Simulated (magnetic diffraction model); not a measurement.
# Solving a magnetic structure from powder neutron data: TiNbFe2Sn

Space group P3m1 (no. 156), a = 4.1310 Å, c = 5.2870 Å.

| site | atom | x | y | z |
| --- | --- | --- | --- | --- |
| 1a | Sn | 0 | 0 | 0.1772 |
| 1b | Nb | 1/3 | 2/3 | 0.8185 |
| 1c | Fe | 2/3 | 1/3 | 0.5032 |
| 1a | Fe | 0 | 0 | 0.6627 |
| 1b | Ti | 1/3 | 2/3 | 0.3396 |

This is a made-up structure (elements placed in a structure type, unrelaxed), so the numbers test the method and describe no known phase.

Only Fe is taken to order (form factors of Fe2+); orders and moment sizes are assumed, and not adapted to the symmetry. Radiation: neutrons of λ = 2.52 Å, 2° to 90°; isotropic B of 0.56 Å² (Sn), 0.46 Å² (Nb), 0.61 Å² (Fe) and 0.67 Å² (Ti). The intensities are simulated: I ∝ L Σ (|F_N|² + |F_M⊥|²) for unpolarised neutrons, with F_M = 2.695 fm/μB × Σ f(s) S exp(2πi Q·r) exp(−B s²) at Q = H ± k (one set where k and −k are equivalent), only the part normal to Q counting and L = 1/(sin²θ cos θ). For a modulated order the moment at position r is S exp(−2πi k·r) + c.c., with S = m/2 for a sine wave of amplitude m and S = m(u + iv)/2 for moments turning in a plane, u and v being orthogonal unit vectors in it; the phase factor of the sum at Q = H + k is then exp(2πi H·r). Form factors are spin-only for 3d ions and dipole or tabulated for f ions, scattering lengths are Sears's of 1992, and absorption is left out. A label names one of the reflections at its angle. The strongest nuclear line in the range is 100, and lines under 0.2 are left out.

Above the ordering temperature:

```
2θ (°)    index      I
 27.57  (0 0 1)   37.8
 41.24  (1 0 0)   30.3
 50.33  (1 0 1)   86.2
 56.93  (0 0 2)    7.1
 72.69  (1 0 2)  100.0
 75.18  (1 1 0)   87.1
 81.83  (1 1 1)   36.0
 89.56  (2 0 0)    9.2
```

Below it (cell unchanged):

```csv
2θ (°),I
8.08,30.4
27.57,37.8
28.78,0.3
32.73,0.4
37.66,0.6
41.24,30.3
43.31,0.3
46.18,0.3
47.31,0.6
50.33,86.2
54.63,0.4
56.93,7.1
66.75,0.5
72.69,100.0
73.67,0.5
75.18,87.1
75.77,0.3
81.83,36.0
82.40,0.3
84.44,0.3
89.56,9.2
```

**Question.** Check that the new lines index with k = (0 1/5 0), then choose among these models:
A. a sine wave with moments along [001] (amplitudes given), 1.38 μB on Fe; signs + at (2/3, 1/3, 0.5032), + at (0, 0, 0.6627)
B. moments turning in the plane of [001] and [100], 1.38 μB on Fe; signs + at (2/3, 1/3, 0.5032), + at (0, 0, 0.6627)
C. a sine wave with moments along [100] (amplitudes given), 1.38 μB on Fe; signs + at (2/3, 1/3, 0.5032), + at (0, 0, 0.6627)
D. moments turning in the plane of [010] and [001], 1.38 μB on Fe; signs + at (2/3, 1/3, 0.5032), + at (0, 0, 0.6627)

The new lines index as (0 1/5 0) at 8.08°, (0 4/5 0) at 32.73°, (1 -1/5 0) at 37.66° and (0 4/5 1) at 43.31°, that is as H ± k with k = (0 1/5 0), one of 3 inequivalent arms of its star (k and −k counted as one), which a powder can't tell apart. Satellites come in pairs about each point of the reciprocal lattice.

Magnetic intensity, observed (below minus above) and for each model:

| 2θ (°) | index | observed | A | B | C | D |
| --- | --- | --- | --- | --- | --- | --- |
| 8.08 | (0 1/5 0) | 30.4 | 30.4 | 60.8 | 30.4 | 38.0 |
| 28.78 | (0 1/5 1) | 0.3 | 0.3 | 3.5 | 3.2 | 3.3 |
| 37.66 | (1 -1/5 0) | 0.6 | 0.6 | 0.6 | <0.2 | 0.9 |
| 43.31 | (0 4/5 1) | 0.3 | 0.3 | 0.9 | 0.6 | 0.7 |
| 47.31 | (1 -4/5 1) | 0.6 | 0.6 | 1.0 | 0.4 | 1.3 |
| 70.29 | (1 -1/5 2) | <0.2 | <0.2 | 0.5 | 0.3 | 0.6 |
| 75.77 | (2 -4/5 0) | 0.3 | 0.3 | 0.3 | <0.2 | 0.6 |
| 82.40 | (2 -4/5 1) | 0.3 | 0.3 | 0.4 | <0.2 | 0.6 |

Model A matches.

The structure used: k = (0 1/5 0), a sine wave with moments along [001] (amplitudes given), 1.38 μB on Fe; signs + at (2/3, 1/3, 0.5032), + at (0, 0, 0.6627).

[Logs are printed without paths, hosts, clocks, repeated set-up lines and the standing remarks that a program may print on its own settings, such as how far it seeks lower states.]
